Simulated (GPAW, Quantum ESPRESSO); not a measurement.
# Sn K ELNES/XANES of SnO2 (Cassiterite, P4_2/mnm) from DFT, part 2 of 6

Aim: the Sn K edge of SnO2 (Cassiterite, P4_2/mnm) by two routes, a Lanczos recursion (XSpectra) and a sum over empty bands (GPAW), to see which features are robust.

Quantum ESPRESSO 7.5 and GPAW 26.7.0; core-hole supercells, plane-wave PAW PBE.

So far. Step 2 (Ground state of the crystal (Quantum ESPRESSO)): The mesh shows a gap of 1.25 eV, so the hole is first treated in a charged cell, without the excited electron. Step 3 (Spectrum without a core hole, Sn atom 1 (Quantum …): Main maxima below 30 eV (height): 11.0 eV (1.39). A K edge sees empty p states on the absorber.

**5. The atom with a core hole (Quantum ESPRESSO)**

Level of this step: all-electron atom with a core hole and its PAW potential, PBE, scalar-relativistic (Quantum ESPRESSO).

The frozen core must hold the hole, so the absorber gets a data set of its own.

The input, Sn.pbe-dn-kjpaw-1sch.ld1.in:

```
&input
   title='Sn', zed=50., rel=1, iswitch=3, dft='PBE',
   config='1s1 2s2 2p6 3s2 3p6 3d10 4s2 4p6 5s2 5p3 4d10'
/
&inputp
   file_pseudopw='Sn.pbe-dn-kjpaw-1sch.UPF', author='',
   lpaw=.true.,
   pseudotype=3,
   lloc=-1,
   rcloc=1.9,
   which_augfun='PSQ',
   rmatch_augfun_nc=.true.,
   nlcc=.true.,
   new_core_ps=.true.,
   rcore=1.2,
   tm=.true.,
   zval=15,
   lgipaw_reconstruction=.true., use_paw_as_gipaw=.true.
/
6
5S  1  0  2.00  0.00  1.80  2.00  0.0
5S  1  0  0.00  3.00  1.80  2.00  0.0
5P  2  1  3.00  0.00  2.00  2.30  0.0
5P  2  1  0.00  6.00  2.00  2.30  0.0
4D  3  2  10.00  0.00  1.30  1.60  0.0
4D  3  2  0.00  4.50  1.30  1.60  0.0
```

Started as:

```console
$ ld1.x < Sn.pbe-dn-kjpaw-1sch.ld1.in > Sn.pbe-dn-kjpaw-1sch.ld1.out
```

The log of the run:

```text
     [... banner and references ...]
PAW data will be used for GIPAW calculation
     --------------------------- All-electron run ----------------------------

     Sn
     scalar relativistic calculation

     atomic number is 50.00
     dft =PBE   lsd =0 sic =0 latt =0  beta=0.20 tr2=1.0E-14
     Exchange-correlation= PBE
                           (   1   4   3   4   0   0   0)
     mesh =1243 r(mesh) = 100.78374 a.u. xmin = -7.00 dx = 0.01250
     1 Ry =  13.60569312 eV, c = 137.03599908

     n l     nl                  e(Ry)          e(Ha)          e(eV)
     1 0     1S 1( 1.00)     -2180.9925     -1090.4963    -29673.9148
     2 0     2S 1( 2.00)      -334.6967      -167.3484     -4553.7811
     2 1     2P 1( 6.00)      -303.7231      -151.8616     -4132.3634
[...]
3 2     3D 1(10.00)       -38.0111       -19.0055      -517.1672
[...]
4 2     4D 1(10.00)        -2.4814        -1.2407       -33.7611

     final scf error:  2.9E-15 reached in  32 iterations

     Etot =  -10198.979280 Ry,   -5099.489640 Ha, -138764.182252 eV

     Ekin =   10573.698347 Ry,    5286.849173 Ha,  143862.494882 eV
     Encl =  -25157.614956 Ry,  -12578.807478 Ha, -342286.788793 eV
     Eh   =    4681.399353 Ry,    2340.699676 Ha,   63693.682982 eV
     Exc  =    -296.462024 Ry,    -148.231012 Ha,   -4033.571323 eV

     normalization and overlap integrals

     s(1S/1S) =  1.000000  <r> =   0.0289  <r2> =    0.0011  r(max) =   0.0188
     s(1S/2S) = -0.013492
     s(1S/3S) = -0.005665
     s(1S/4S) = -0.002541
[...]
s(2S/2S) =  1.000000  <r> =   0.1237  <r2> =    0.0180  r(max) =   0.1041
[...]
s(2P/2P) =  1.000000  <r> =   0.1074  <r2> =    0.0141  r(max) =   0.0832
[...]
Encl =  -25157.614956 Ry,  -12578.807478 Ha, -342286.788793 eV
     Eh   =    4681.399353 Ry,    2340.699676 Ha,   63693.682982 eV
     Exc  =    -296.462024 Ry,    -148.231012 Ha,   -4033.571323 eV

     normalization and overlap integrals

[...]
s(3S/5S) = -0.000332
[...]
s(3P/5P) = -0.000223
     s(3D/3D) =  1.000000  <r> =   0.3052  <r2> =    0.1104  r(max) =   0.2436
     s(3D/4D) = -0.000573
     s(4S/4S) =  1.000000  <r> =   0.7959  <r2> =    0.7164  r(max) =   0.7229
     s(4S/5S) = -0.000207
     s(4P/4P) =  1.000000  <r> =   0.8532  <r2> =    0.8309  r(max) =   0.7599
     s(4P/5P) = -0.000138
     s(5S/5S) =  1.000000  <r> =   2.2435  <r2> =    5.7341  r(max) =   1.9165
     s(5P/5P) =  1.000000  <r> =   2.9180  <r2> =    9.9268  r(max) =   2.3408
     s(4D/4D) =  1.000000  <r> =   1.0285  <r2> =    1.2503  r(max) =   0.8504

     ------------------------ End of All-electron run ------------------------

     ---------------------- Testing the pseudopotential ----------------------

     Sn
     scalar relativistic calculation

     atomic number is 50.00   valence charge is 15.00
     dft = SLA  PW   PBX  PBC   lsd =0 sic =0 latt =0  beta=0.20 tr2=1.0E-14
     mesh =1243 r(mesh) = 100.78374 xmin = -7.00 dx = 0.01250

     n l     nl             e AE (Ry)        e PS (Ry)    De AE-PS (Ry)
     1 0     5S   1( 2.00)       -0.92874       -0.92875        0.00000
     2 1     5P   1( 3.00)       -0.35640       -0.35640        0.00000
     3 2     4D   1(10.00)       -2.48140       -2.48140        0.00000

     eps = 5.6E-15  iter =  3

     Etot =  -10198.979280 Ry,   -5099.489640 Ha, -138764.182252 eV
     Etotps =  -431.942062 Ry,    -215.971031 Ha,   -5876.871144 eV

     Ekin =     295.005785 Ry,     147.502892 Ha,    4013.758175 eV
     Encl =    -570.925597 Ry,    -285.462799 Ha,   -7767.838469 eV
     Ehrt =     140.439769 Ry,      70.219885 Ha,    1910.780404 eV
     Ecxc =    -296.462019 Ry,    -148.231010 Ha,   -4033.571253 eV
     (Ecc =     -24.064214 Ry,     -12.032107 Ha,    -327.410309 eV)

     ---------------------- End of pseudopotential test ----------------------
```

It took 0.83 s on 1 MPI rank of Arm Neoverse V1, shared host; peak memory 0.13 GiB.

Removing the core electron and adding it to the valence shell costs the free atom 29326.1 eV.

**6. Supercell with FCH, Sn atom 1 (Quantum ESPRESSO)**

The holes are 6.7 Å apart. The excited electron is left out and a uniform background balances the charge.

The input, scf.in:

```
&control
   calculation='scf', prefix='x', pseudo_dir='../pp', outdir='tmp', tprnfor=.true.
/
&system
   ibrav=0, nat=24, ntyp=3, nbnd=108
   ecutwfc=48, ecutrho=360
   occupations='fixed'
   tot_charge=1
/
&electrons
   conv_thr=2.4e-07, electron_maxstep=120
   mixing_beta=0.5
/
ATOMIC_SPECIES
Sn0 1.0 Sn.pbe-dn-kjpaw-1sch.UPF
Sn 1.0 Sn.pbe-dn-kjpaw.UPF
O 1.0 O.pbe-n-kjpaw.UPF
CELL_PARAMETERS angstrom
  -4.73800000 4.73800000 0.00000000
  -4.73800000 -4.73800000 0.00000000
  4.73800000 0.00000000 6.37300000
ATOMIC_POSITIONS crystal
Sn0  0.12500000 0.62500000 0.25000000
Sn   0.62500000 0.12500000 0.25000000
Sn   0.37500000 0.87500000 0.75000000
Sn   0.87500000 0.37500000 0.75000000
Sn   0.00000000 0.00000000 0.00000000
Sn   0.50000000 0.50000000 0.00000000
Sn   0.25000000 0.25000000 0.50000000
Sn   0.75000000 0.75000000 0.50000000
O    0.81790000 0.62500000 0.25000000
O    0.31790000 0.12500000 0.25000000
O    0.06790000 0.87500000 0.75000000
O    0.56790000 0.37500000 0.75000000
O    0.00000000 0.30710000 0.00000000
O    0.50000000 0.80710000 0.00000000
O    0.25000000 0.55710000 0.50000000
O    0.75000000 0.05710000 0.50000000
O    0.43210000 0.62500000 0.25000000
O    0.93210000 0.12500000 0.25000000
O    0.68210000 0.87500000 0.75000000
O    0.18210000 0.37500000 0.75000000
O    0.00000000 0.69290000 0.00000000
O    0.50000000 0.19290000 0.00000000
O    0.25000000 0.94290000 0.50000000
O    0.75000000 0.44290000 0.50000000
K_POINTS automatic
3 3 3 0 0 0
```

Started as:

```console
$ OMP_NUM_THREADS=1 mpirun --oversubscribe --bind-to none -np 4 pw.x -nk 4 -in scf.in > scf.out
```

The log of the run:

```text
     [... banner and references ...]
[banner, memory and clock lines left out]
using ibrav=0 with symmetry is DISCOURAGED, use correct ibrav instead

     G-vector sticks info

     bravais-lattice index     =            0
     lattice parameter (alat)  =      12.6622  a.u.
     unit-cell volume          =    1930.9038 (a.u.)^3
     number of atoms/cell      =           24
     number of atomic types    =            3
     number of electrons       =       208.00
     number of Kohn-Sham states=          108
     kinetic-energy cutoff     =      48.0000  Ry
     charge density cutoff     =     360.0000  Ry
     scf convergence threshold =      2.4E-07
     mixing beta               =       0.5000
     number of iterations used =            8  plain     mixing
     Exchange-correlation= SLA  PW   PBX  PBC
                           (   1   4   3   4   0   0   0)

     celldm(1)=  12.662193  celldm(2)=   0.000000  celldm(3)=   0.000000
     celldm(4)=   0.000000  celldm(5)=   0.000000  celldm(6)=   0.000000

     crystal axes: (cart. coord. in units of alat)
               a(1) = (  -0.707107   0.707107   0.000000 )
               a(2) = (  -0.707107  -0.707107   0.000000 )
               a(3) = (   0.707107   0.000000   0.951117 )

     reciprocal axes: (cart. coord. in units 2 pi/alat)
               b(1) = ( -0.707107  0.707107  0.525698 )
               b(2) = ( -0.707107 -0.707107  0.525698 )
               b(3) = (  0.000000  0.000000  1.051396 )

     PseudoPot. #1 for Sn:     Pseudo is Projector augmented-wave + core cor, Zval = 15.0

     PseudoPot. #2 for Sn:     Pseudo is Projector augmented-wave + core cor, Zval = 14.0

     ../pp/O.pbe-n-kjpaw.UPF
[...]
total energy              =   -4194.44898161 Ry
     estimated scf accuracy    <       0.00000054 Ry

     iteration # 16     ecut=    48.00 Ry     beta= 0.50
     Davidson diagonalization with overlap
     ethr =  2.59E-10,  avg # of iterations =  4.6

     End of self-consistent calculation

          k = 0.0000 0.0000 0.0000 ( 10815 PWs)   bands (ev):

   -19.8998 -19.8995 -19.8120 -19.7828 -19.7584 -11.2955 -11.1572 -10.9492
   -10.9474 -10.9457 -10.8493 -10.8356 -10.8130 -10.7788 -10.6414 -10.6154
   -10.5519 -10.3466 -10.3131 -10.3018 -10.2742 -10.2355 -10.2244 -10.2009
[...]
8.0052   8.1627   8.2467   8.3913   8.4830   8.5983   8.6927   8.7815
     8.8029   8.8708   8.9362   8.9439   8.9838   9.0016   9.1281   9.7420
    10.5229  13.4659  14.7337  14.8884

     [... bands of 7 further k-points ...]

     highest occupied, lowest unoccupied level (ev):     9.7420   10.5229

!    total energy              =   -4194.44898180 Ry
     total all-electron energy =    -99091.430966 Ry
     estimated scf accuracy    <       0.00000011 Ry

     The total energy is the sum of the following terms:
     one-electron contribution =    -499.82256447 Ry
     hartree contribution      =     424.48295582 Ry
     xc contribution           =    -508.47219958 Ry
     ewald contribution        =   -1244.37437957 Ry
     one-center paw contrib.   =   -2366.26279400 Ry

     convergence has been achieved in  16 iterations

     Forces acting on atoms (cartesian axes, Ry/au):

     atom    1 type  1   force =     0.00000000    0.00000000    0.00000000
     atom    2 type  2   force =     0.00000000    0.00000000    0.00000000
     atom    3 type  2   force =     0.00000000    0.00000000    0.03951516
[...]
atom   23 type  3   force =     0.01694506    0.01694506   -0.04459610
     atom   24 type  3   force =    -0.01386539   -0.01386539   -0.00006732

     Total force =     0.158494     Total SCF correction =     0.000258

     XML data file, charge density, pseudopotentials, collected wavefunctions
```

It took 3.1 min on 4 MPI ranks; peak memory 0.48 GiB.

Energy with the hole: -1348207.601 eV, cores included.

(Part 2 of 6 ends here.)

[Banner, clock and machine lines of the logs are left out without a mark of their own.]

[Logs are printed without paths, hosts, clocks, repeated set-up lines and the standing remarks that a program may print on its own settings, such as how far it seeks lower states.]

[Hosts, paths, dates, database ids (printed as entryN), source tags and the programs' standing remarks are cut or masked in the printed files.]

[Lists of maxima count a maximum above −3 eV only where it reaches 4 % of the highest in the window and stands out from its surroundings by 2 % of it (1.5 % where it reaches 55 %); shoulders and weaker maxima are passed over, and of the rest the first, up to two pre-edge ones and the few strongest are named.]
